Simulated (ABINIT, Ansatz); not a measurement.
An input for ABINIT 10.8.3 (Tellurium (P3_121, 3 atoms a cell)):

```
acell 3*1.0 Angstrom
rprim 
  4.454000000025 -0.000000000006 0.000000000000
  -2.227000000008 3.857277148481 0.000000000000
  0.000000000000 0.000000000000 5.924000000000
ntypat 1
znucl 52
natom 3
typat 1 1 1
xred 
  0.269000000000 0.000000000000 0.333333333333
  0.000000000000 0.269000000000 0.666666666667
  0.731000000000 0.731000000000 -0.000000000000
pp_dirpath "pseudos"
pseudos "Te.upf"
ecut 39
ngkpt 3 3 4
nshiftk 1
shiftk 0.11 0.21 0.31
kptopt 3
chksymbreak 0
iscf -2
irdden 1
istwfk *1
nband 51
nbdbuf 4
tolwfr 1e-09
nstep 60
prtvol 0
indata_prefix "in"
outdata_prefix "out"
tmpdata_prefix "tmp"
```

The database entry behind the starting cell differs from later determinations by our own check (inner coordinate of an old entry), so it need not match the best structure at ambient conditions.

```sh
OMP_NUM_THREADS=1 mpirun -n 8 abinit run.abi > log
```

Question: Estimate wall time and host memory on 8 MPI ranks of Arm Neoverse V1, shared host.

It took 51 s; on shared hardware allow 26 s to 1.7 min. Peak host memory was 0.79 GiB.

[Paths, hosts, dates, memory and timing lines, banners, echoed tables and standing remarks are left out of the program output.]

[Logs are printed without paths, hosts, clocks, repeated set-up lines and the standing remarks that a program may print on its own settings, such as how far it seeks lower states.]

[Runs of the session that timed out or met a known fault of the program may be left out.]

[Hosts, paths, dates, database ids (printed as entryN), source tags and the programs' standing remarks are cut or masked in the printed files.]

[G0W0 gaps are taken among the corrected bands and points alone; a level outside them can change the order at an edge.]

[Where Ansatz stands beside ABINIT at settings called matched, ABINIT's density can come from a denser mesh and the files from another edition; pairs whose starting gaps differed by over 0.03 eV were left out, so agreement reads better than it is.]
